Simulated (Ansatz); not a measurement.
# BePd3C in Amm2, a phase reached by a soft mode: a soft mode frozen in

Which phase does BePd3C in Amm2, a phase reached by a soft mode fall into along its unstable mode, and how much energy does it gain?

Program: Ansatz 0.2.0. Level of theory: DFT PBEsol, scalar-relativistic, plane waves, PAW. Results are calculated unless marked as measured.

The structure was built from a prototype and need not be the compound's stable phase.

### Step 1. Set-up

The structure is orthorhombic, space group Amm2 (No. 38). Conventional cell: a = 4.021 Å, b = 5.512 Å, c = 5.929 Å, α = 90.00°, β = 90.00°, γ = 90.00°. Nearest to Be lie 5 Pd at 2.43 to 2.60 Å. Nearest to Pd lie 2 C at 2.01 Å and 1 Be at 2.43 Å. Pd has 2 C at 2.00 to 2.05 Å and 2 Be at 2.60 Å nearest. Nearest to C lie 6 Pd at 2.00 to 2.05 Å. Farther neighbours are not listed.

### Step 2. Zone-centre response

This phase was reached earlier by freezing in an unstable mode of a structure of higher symmetry and relaxing. Its zone-centre modes can show that it is still unstable.

The input, input.yaml:

```yaml
crystal:
  lattice:
    - [4.0211915446, 0.0, 0.0]
    - [0.0, 2.7561213542, 2.9643532328]
    - [0.0, -2.7561213542, 2.9643532328]
  atoms:
    - { symbol: Be, position: [0.0, 0.0812564192, 0.0812564192] }
    - { symbol: Pd, position: [0.0, 0.491575717, 0.491575717] }
    - { symbol: Pd, position: [0.5, 0.4856659113, 0.9972541168] }
    - { symbol: Pd, position: [0.5, 0.9972541168, 0.4856659113] }
    - { symbol: C, position: [0.5, 0.5024148025, 0.5024148025] }
kpoints:
  mp_grid: { grid: [10, 10, 10] }
hamiltonian:
  xc: pbesol
scf:
  occupations: { method: methfessel_paxton, width: 0.2 }
output:
  eigenvalues: true
phonons:
  method: dfpt
```

The run is started by

```bash
ansatz run input.yaml --threads 4 --pin off --max-ram 14336MiB --backend cpu --events-out ev --progress --plain --runs-dir out
```

Numbers of over 12 decimals in the logs are rounded to 6 here.

Output:

```text
zone centre: on kpoints.mp_grid the ground state, and the responses unless they are solved on pairs of k-points, stand on 312 of the mesh's 1000 k-points, reduced under 2 symmetry operations, with k and −k counted as one. Each operation leaves every solved displacement unchanged or reverses it
Engine: ansatz 0.2.0, aarch64-unknown-linux-gnu
Pseudopotentials: kind: paw
Pseudopotential: Be, paw, valence charge 2, recommended cutoff 420 eV (normal), Be.paw.azcp
Pseudopotential: Pd, paw, valence charge 18, recommended cutoff 420 eV (normal), Pd.paw.azcp
Pseudopotential: C, paw, valence charge 4, recommended cutoff 420 eV (normal), C.paw.azcp
Functional definition: PBEsol
  exchange = pbesol_x
  correlation = pbesol_c
Crystal: 5 atoms, lattice volume = 65.707 Å³
Basis set: ecut = 420 eV, 1289 PW (Γ), exchange–correlation on 54×60×60 points (8 copies of the dense FFT grid, shifted against one another)
Bands: 36, of which v1, the nominal top of the filled ones, is band 30 counted from 1 (29 counted from 0)
Symmetry: 4 space group operations
k-points: 312 of 1000 (irreducible under 2 space group operations, time reversal used)
Non-local potential: Be, projectors of the file, l = 0: 2, l = 1: 2, l = 2: 1
Non-local potential: Pd, projectors of the file, l = 0: 2, l = 1: 2, l = 2: 2, l = 3: 1
Non-local potential: C, projectors of the file, l = 0: 2, l = 1: 2, l = 2: 1
PAW form: soft (Blöchl's): semilocal exchange-correlation on the pseudo side does not see the compensation charge
PAW frozen core: Be, regenerated for the run's functional, and the local potential with it (the file was generated under x = pbe(κ = 0.804, μ = 0.219515), c = pbe(β = 0.066725))
PAW frozen core: Pd, regenerated for the run's functional, and the local potential with it (the file was generated under x = pbe(κ = 0.804, μ = 0.219515), c = pbe(β = 0.066725))
PAW frozen core: C, regenerated for the run's functional, and the local potential with it (the file was generated under x = pbe(κ = 0.804, μ = 0.219515), c = pbe(β = 0.066725))
PAW one-centre angular grid: Be, 110 points (default); XC on 64 Gauss nodes
PAW one-centre angular grid: Pd, 590 points (default); XC on 64 Gauss nodes
PAW one-centre angular grid: C, 110 points (default); XC on 64 Gauss nodes
Initial density: superposition of atomic densities (neutral atoms: chi_scale 0, normalization atom), corrected by the library's trained network
Initial wavefunctions: pseudopotential atomic-orbital guess
Functional: x = pbesol(κ = 0.804, μ = 0.123457), c = pbesol(β = 0.046)
SCF iter   1: F=—  HF=-21055.900749 eV  |F-HF|=—  |Δ(HF+E_count)|=         —  Δρ=8.25e-3  dr2=3.67e-2  ethr=1.77e-3  ⟨swp⟩=5.1  Hψ=44330  notcnv=0
preconditioner: auto → Kerker (q_TF=auto, 2.687 Å⁻¹)  [metal: Δε(μ)=0.003 eV  Ē_g=7.793 eV  σ=0.200 eV  W_gap=0.01  n_scr=22 (ndim 8)  ℏωp=27.5 eV  f_vac=0.000  D(μ)=3.21/eV (n_scr^D=26)]
SCF iter   2: F=—  HF=-21055.892693 eV  |F-HF|=—  |Δ(HF+E_count)|=   8.06e-3  S|Δr|=    0.00e0  Δρ=3.83e-3  dr2=8.23e-3  ethr=6.12e-5  ⟨swp⟩=2.0  Hψ=19349  notcnv=0
SCF iter   3: F=—  HF=-21055.890575 eV  |F-HF|=—  |Δ(HF+E_count)|=   2.12e-3  S|Δr|=    0.00e0  Δρ=8.33e-4  dr2=6.22e-4  ethr=1.37e-5  ⟨swp⟩=2.0  Hψ=16099  notcnv=0
SCF iter   4: F=—  HF=-21055.890467 eV  |F-HF|=—  |Δ(HF+E_count)|=   1.09e-4  S|Δr|=    0.00e0  Δρ=2.57e-4  dr2=7.23e-5  ethr=1.04e-6  ⟨swp⟩=1.7  Hψ=11642  notcnv=0
SCF iter   5: F=—  HF=-21055.890449 eV  |F-HF|=—  |Δ(HF+E_count)|=   1.76e-5  S|Δr|=    0.00e0  Δρ=8.32e-5  dr2=6.21e-6  ethr=1.20e-7  ⟨swp⟩=2.2  Hψ=15611  notcnv=0
SCF iter   6: F=—  HF=-21055.890445 eV  |F-HF|=—  |Δ(HF+E_count)|=   4.27e-6  S|Δr|=    0.00e0  Δρ=2.18e-5  dr2=3.69e-7  ethr=1.03e-8  ⟨swp⟩=2.2  Hψ=16074  notcnv=0
SCF iter   7: F=—  HF=-21055.890454 eV  |F-HF|=—  |Δ(HF+E_count)|=   8.97e-6  S|Δr|=    0.00e0  Δρ=5.05e-6  dr2=1.81e-8  ethr=6.15e-10  ⟨swp⟩=2.3  Hψ=16422  notcnv=0
SCF iter   8: F=—  HF=-21055.890454 eV  |F-HF|=—  |Δ(HF+E_count)|=   2.46e-9  S|Δr|=    0.00e0  Δρ=1.30e-6  dr2=1.55e-9  ethr=3.02e-11  ⟨swp⟩=2.6  Hψ=17206  notcnv=0
SCF iter   9: F=—  HF=-21055.890454 eV  |F-HF|=—  |Δ(HF+E_count)|=  2.98e-10  S|Δr|=    0.00e0  Δρ=4.05e-7  dr2=1.96e-10  ethr=2.58e-12  ⟨swp⟩=2.4  Hψ=15212  notcnv=0
SCF iter  10: F=—  HF=-21055.890454 eV  |F-HF|=—  |Δ(HF+E_count)|=  4.37e-11  S|Δr|=    0.00e0  Δρ=1.26e-7  dr2=1.40e-11  ethr=1.00e-12  ⟨swp⟩=1.1  Hψ=10930  notcnv=0
SCF iter  11: F=-21055.890454 eV  HF=-21055.890454 eV  |F-HF|=0.00e0  |Δ(HF+E_count)|=    0.00e0  S|Δr|=    0.00e0  Δρ=5.01e-8  dr2=1.20e-12  ethr=1.00e-12  ⟨swp⟩=9.0  Hψ=48893  notcnv=0
SCF 1 converged in 11 iterations: F = -21055.890454 eV  dr2 = 1.20e-12
  greatest PAW one-centre occupation: 0.999 electrons in one spin orbital (limit 2), on the Pd atom at site 1 (counted from 0), in its partial waves of l = 0
DFPT response loops at Γ: preconditioner auto → Kerker (q_TF=auto, 2.687 Å⁻¹) (partly filled bands, converged f_vac=0.000); β = 1.00, the filter's whole step (`scf.mixing.beta` (0.50) is not read by the response loops under this deck's `scf.mixing.preconditioner`; to damp them name `kerker` or `kerker_dos`, under which they read `scf.mixing.beta`, and type it under 1.00, their step now; both keys bind the ground state too); Broyden in place of MSR1
SCF converged after 11 iterations
Stability not checked: this state was not tested for a lower state beside it, because cold or Methfessel-Paxton smearing, or corrected tetrahedra, fill the levels in a way that the test cannot read (fill_not_monotonic; see scf.lower_state_search)
Free energy (F): -21055.890454 eV
Harris-Foulkes:  -21055.890454 eV  (|F-HF|=0.00e0)
Internal energy: -21055.888975 eV  (E = F + TS)
E sigma→0 (E₀):  -21055.890084 eV
Entropy (-TS):   -0.001479 eV (-0.296 meV/atom)
Fermi energy:    15.594140 eV
--- Per-component energies (eV) ---
  E_band       = -639.393716
  E_kinetic    = 1644.663879
  E_local      = -7270.440437  (includes V_loc(G=0)·N_el)
  E_nonlocal   = 687.851950
  E_hartree    = 3003.123725
  E_xc         = -569.387589
  E_vxc        = -712.515576  (∫ρ·V_xc dr)
  E_paw        = -11205.956121  (= ΣΔE_a)
  E_vpaw       = -995.201558  (= ΣTr[D̂ρ^β])
  E_aug_tail   = 0.000580  (compensation charges beyond the density's cutoff)
  E_ewald      = -7346.683166
  E_core_change = 0.938204  (= ΣΔE_core)
  E_smearing   = -0.001479  (= −TS)
  E_closure    = -0.000000  (closes the sum)
  Σ components = -21055.890454   (vs F -21055.890454, Δ=0.00e0)
--- Band table (eV; the first three rows and the last of 312) ---
  k-point 0: bands = [... 26 lower, 13.2857, 14.3490, 14.4238, 14.4468, 14.6374, 18.4030, 18.5212, 18.6104, ... 2 higher]
  k-point 1: bands = [... 26 lower, 13.4930, 14.3969, 14.4321, 14.5817, 14.6683, 18.2706, 18.5183, 18.7551, ... 2 higher]
  k-point 2: bands = [... 26 lower, 13.6291, 14.2777, 14.4332, 14.9240, 14.9338, 18.1338, 18.8392, 19.0458, ... 2 higher]
  k-point 311: bands = [... 26 lower, 14.3239, 14.4055, 14.4885, 14.6931, 14.6936, 17.3666, 17.4569, 18.1239, ... 2 higher]
--- Phonons (Γ-DFPT): 12 representative perturbations + reference, on 312 of 1000 k-points (Σ response iterations 42) ---
  k mesh reduced under 2 symmetry operations, with k and −k counted as one. Each operation leaves every solved displacement unchanged or reverses it
  ASR residual: 5.883e-5 → 0.000e0 eV/Å²; symmetrization residual: 2.134e-6 eV/Å²
  ASR residual per site (eV/Å²): 5.88e-5 6.50e-6 1.27e-5 1.27e-5 3.80e-6
  Γ frequencies (cm⁻¹): -61.12 0.00 0.00 0.00 35.01 87.65 103.52 129.54 139.11 173.06 174.82 233.63 447.89 499.40 515.37
  non-analytic LO–TO correction: not included (Born effective charges unavailable; polar crystals: no LO–TO splitting at Γ)
```

Wall time 5.4 min (4 threads of Arm Neoverse V1, shared host); peak memory 2.2 GiB; 21 min of CPU time.

Numbers from this step:

* volume per atom: 13.14 Å³
* gap on the k-mesh: 0 eV
* sum-rule residual before enforcement: 5.88e-5 eV/Å²
* point group: mm2
* highest optical mode at the zone centre (no LO-TO term): 515.4 cm⁻¹
* lowest optical zone-centre mode: -61.12 cm⁻¹

Patterns of degenerate modes are one choice out of their space. Modes at Γ, with each element's share of the kinetic energy (negative means imaginary):

```
mode  frequency (cm⁻¹)  symmetry  Be %  Pd %  C %
   1             -61.1        B2    52    39    8
   2               0.0  acoustic     3    94    4
   3               0.0  acoustic     3    94    4
   4               0.0  acoustic     3    94    4
   5              35.0        B2     1    98    2
   6              87.7        A2     0   100    0
   7             103.5        A1     4    95    1
   8             129.5        B1    21    69   10
   9             139.1        B2    44    49    8
  10             173.1        A1     4    83   13
  11             174.8        B1    76    21    2
  12             233.6        A1    89    11    0
  13             447.9        B2     0    21   79
  14             499.4        A1     0    17   83
  15             515.4        B1     0    16   84
```

Displacements in mode 1 (-61.1 cm⁻¹), the largest set to 1:
```
Be1  0.00  1.00  0.00
Pd2  0.00 -0.18  0.00
Pd3  0.00  0.03 -0.12
Pd4  0.00  0.03  0.12
C5   0.00  0.34  0.00
```

Displacements in mode 15 (515.4 cm⁻¹), the largest set to 1:
```
Be1 -0.06  0.00  0.00
Pd2 -0.14  0.00  0.00
Pd3  0.02  0.00  0.00
Pd4  0.02  0.00  0.00
C5   1.00  0.00  0.00
```

Before it was imposed, the acoustic sum rule was missed by 5.9e-5 eV/Å². Small misses are needed for a sound result but don't prove that mesh and cutoff are converged. The lowest optical mode is imaginary, 61.1i cm⁻¹, so the energy falls along it.

### Step 3. The mode frozen in, largest atomic shift 0 Å

The mode followed lies at Γ with frequency 61.1i cm⁻¹, the softest among the wavevectors solved. At small amplitude the distorted cell has space group no. 6 by a symmetry search on the positions. The undistorted cell that holds it gives the zero of energy on the same k mesh.

input.yaml, as its differences from that of step 2:

```diff
@@ -18,4 +18,4 @@
 output:
+  forces: true
+  stress: true
   eigenvalues: true
-phonons:
-  method: dfpt
```

Output:

```text
[...]
Crystal: 5 atoms, lattice volume = 65.707 Å³
Basis set: ecut = 420 eV, 1289 PW (Γ), exchange–correlation on 54×60×60 points (8 copies of the dense FFT grid, shifted against one another)
Bands: 36, of which v1, the nominal top of the filled ones, is band 30 counted from 1 (29 counted from 0)
Symmetry: 4 space group operations
[...]
k-points: 186 of 1000 (time reversal used)
[...]
k-point 0: bands = [... 26 lower, 13.2857, 14.3490, 14.4238, 14.4468, 14.6374, 18.4030, 18.5211, 18.6103, ... 2 higher]
  k-point 1: bands = [... 26 lower, 13.4930, 14.3969, 14.4321, 14.5817, 14.6683, 18.2706, 18.5183, 18.7551, ... 2 higher]
  k-point 2: bands = [... 26 lower, 13.6291, 14.2777, 14.4332, 14.9240, 14.9338, 18.1338, 18.8392, 19.0458, ... 2 higher]
  k-point 185: bands = [... 26 lower, 14.3239, 14.4055, 14.4885, 14.6931, 14.6936, 17.3666, 17.4569, 18.1239, ... 2 higher]
[key lines of the parts left out:]
SCF converged after 7 iterations
Free energy (F): -21055.890454 eV
Fermi energy:    15.594131 eV
P = ⅓ Tr σ = 0.0002 GPa (0.002 kbar)
```

Wall time 10 s (4 threads); peak memory 0.56 GiB.

Numbers from this step:

```yaml
pressure: 2.08e-4 GPa
energy_from_the_undistorted_cell: 0 meV/atom
```

The run ends at a pressure of 0.00 GPa, with forces up to 9.5e-4 eV/Å.

### Step 4. The mode frozen in, largest atomic shift 0.14 Å

The atoms are moved along the unstable eigenvector, the largest shift by 0.14 Å, with the cell fixed.

input.yaml, the sections that differ from step 3:

```yaml
crystal:
  lattice:
    - [4.0211915446, 0.0, 0.0]
    - [0.0, 2.7561213542, 2.9643532328]
    - [0.0, -2.7561213542, 2.9643532328]
  atoms:
    - { symbol: Be, position: [0.0, 0.10665443, 0.0558584084] }
    - { symbol: Pd, position: [0.0, 0.4870885983, 0.4960628357] }
    - { symbol: Pd, position: [0.5, 0.483412634, 0.993652736] }
    - { symbol: Pd, position: [0.5, 1.0008554975, 0.4879191885] }
    - { symbol: C, position: [0.5, 0.5111703164, 0.4936592886] }
# kpoints, hamiltonian, scf, output: as in step 3
```

Output:

```text
[...]
Crystal: 5 atoms, lattice volume = 65.707 Å³
Basis set: ecut = 420 eV, 1289 PW (Γ), exchange–correlation on 54×60×60 points (8 copies of the dense FFT grid, shifted against one another)
Bands: 36, of which v1, the nominal top of the filled ones, is band 30 counted from 1 (29 counted from 0)
Symmetry: 2 space group operations
[...]
k-points: 312 of 1000 (time reversal used)
[...]
k-point 0: bands = [... 26 lower, 13.2847, 14.3439, 14.4130, 14.4495, 14.6293, 18.4375, 18.4818, 18.7082, ... 2 higher]
  k-point 1: bands = [... 26 lower, 13.4831, 14.3934, 14.4263, 14.5820, 14.6650, 18.2122, 18.5502, 18.9163, ... 2 higher]
  k-point 2: bands = [... 26 lower, 13.6016, 14.2693, 14.4288, 14.9265, 14.9290, 18.0687, 18.8641, 19.1077, ... 2 higher]
  k-point 311: bands = [... 26 lower, 14.3092, 14.3738, 14.4775, 14.7199, 14.7323, 17.3490, 17.4500, 18.0987, ... 2 higher]
[key lines of the parts left out:]
SCF converged after 7 iterations
Free energy (F): -21055.892055 eV
Fermi energy:    15.594758 eV
P = ⅓ Tr σ = 0.2501 GPa (2.501 kbar)
```

Wall time 17 s (4 threads); peak memory 0.74 GiB; 67 s of CPU time.

Numbers from this step:

```
pressure                         : 0.2501 GPa
energy from the undistorted cell : -0.354 meV/atom
```

The energy, extrapolated to zero smearing, is -0.35 meV/atom against the undistorted cell.

The run ends at a pressure of 0.25 GPa, with forces up to 0.032 eV/Å.

### Step 5. Energy along the mode, all amplitudes (two of the runs are shown above)

An imaginary frequency means negative curvature, so the energy should fall and then rise again as anharmonic terms take over.

This step gave:

* depth at the lowest point sampled: 0.354 meV/atom
* largest atomic shift at that point: 0.14 Å

Energy from the parent against largest atomic shift:

```
largest atomic shift (Å)  energy from the parent (meV/atom)
                   0.000                                  0
                   0.040                              -0.04
                   0.080                             -0.148
                   0.140                             -0.354
                   0.220                             -0.337
                   0.320                               1.45
                   0.450                               10.9
```

Displacement at unit largest shift by atom:

```
atom  x (Å)  y (Å)  z (Å)  size
 Be1   0.00   1.00   0.00  1.00
 Pd2   0.00  -0.18   0.00  0.18
 Pd3   0.00   0.03  -0.12  0.13
 Pd4   0.00   0.03   0.12  0.13
  C5   0.00   0.34   0.00  0.34
```

The lowest of the steps tried is at 0.14 Å, 0.354 meV/atom below the parent; the bottom of the well need not coincide with a step.

(Continued in part 2 of 2.)

[Logs are printed without paths, hosts, clocks, repeated set-up lines and the standing remarks that a program may print on its own settings, such as how far it seeks lower states.]

[Hosts, paths, dates, database ids (printed as entryN), source tags and the programs' standing remarks are cut or masked in the printed files.]
